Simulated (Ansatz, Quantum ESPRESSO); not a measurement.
# Re (001), hcp: biaxial strain and the free axis

A thin film takes the in-plane lattice of its substrate and is free along the normal. How do the free axis and the stress follow the misfit? The strained cell has c along the film normal; unstrained it is a = 2.7506 Å, b = 2.7506 Å, c = 4.4427 Å, α = 90.00°, β = 90.00°, γ = 120.00°, with 2 atoms.

Calculated with Ansatz 0.2.0, PBEsol, PAW files of the set soft_1, cutoff 600 eV, Fermi–Dirac smearing 0.05 eV, k-mesh 18×18×10, no spin polarisation, no spin-orbit coupling.

Relaxed positions at 0 %:

```
atom       x       y       z
  Re  0.3333  0.6667  0.7500
  Re  0.6667  0.3333  0.2500
```

| ε∥ (%) | a (Å) | c (Å) | ε⊥ (%) | σ (GPa, tension positive) |
| --- | --- | --- | --- | --- |
| −3 | 2.6681 | 4.5254 | 1.861 | −28.88 |
| −2 | 2.6956 | 4.4986 | 1.258 | −18.02 |
| −1 | 2.7231 | 4.4716 | 0.649 | −8.36 |
| 0 | 2.7506 | 4.4427 | 0.000 | 0.00 |
| 1 | 2.7781 | 4.4125 | −0.680 | 7.24 |
| 3 | 2.8331 | 4.3496 | −2.097 | 18.91 |

**Question.** Fit both responses and give the free strain and the stress at +2 %, a row left out above.

Least squares with y = y0 + y1 ε + y2 ε² (ε in %) gives ε⊥ = −0.003 + (−0.6595) ε + (−0.0129) ε² and σ = 0.01 + (7.942) ε + (−0.553) ε² GPa. The linear terms put the ratio of free to applied strain at −0.660 and the biaxial modulus at 794 GPa.

At +2 % the free strain comes out as −1.374 %. The run itself gives −1.391 %, so the estimate misses by 0.017 %, more than the largest misfit of the fitted rows (0.006 %).

The stress comes out as 13.68 GPa. The run itself gives 13.43 GPa, so the estimate misses by 0.25 GPa, more than the largest misfit of the fitted rows (0.16 GPa).

With c as the unique axis, zero normal stress gives ε⊥/ε∥ = −2C13/C33 for relaxed atoms, so 2C13/C33 is about 0.66.

The negative ε² term means that the crystal stiffens in compression and softens in tension.

The same fit over all rows at other levels or in other programs gives the strain ratio = −0.661 with PBEsol (Quantum ESPRESSO, GBRV).

[Logs are printed without paths, hosts, clocks, repeated set-up lines and the standing remarks that a program may print on its own settings, such as how far it seeks lower states.]
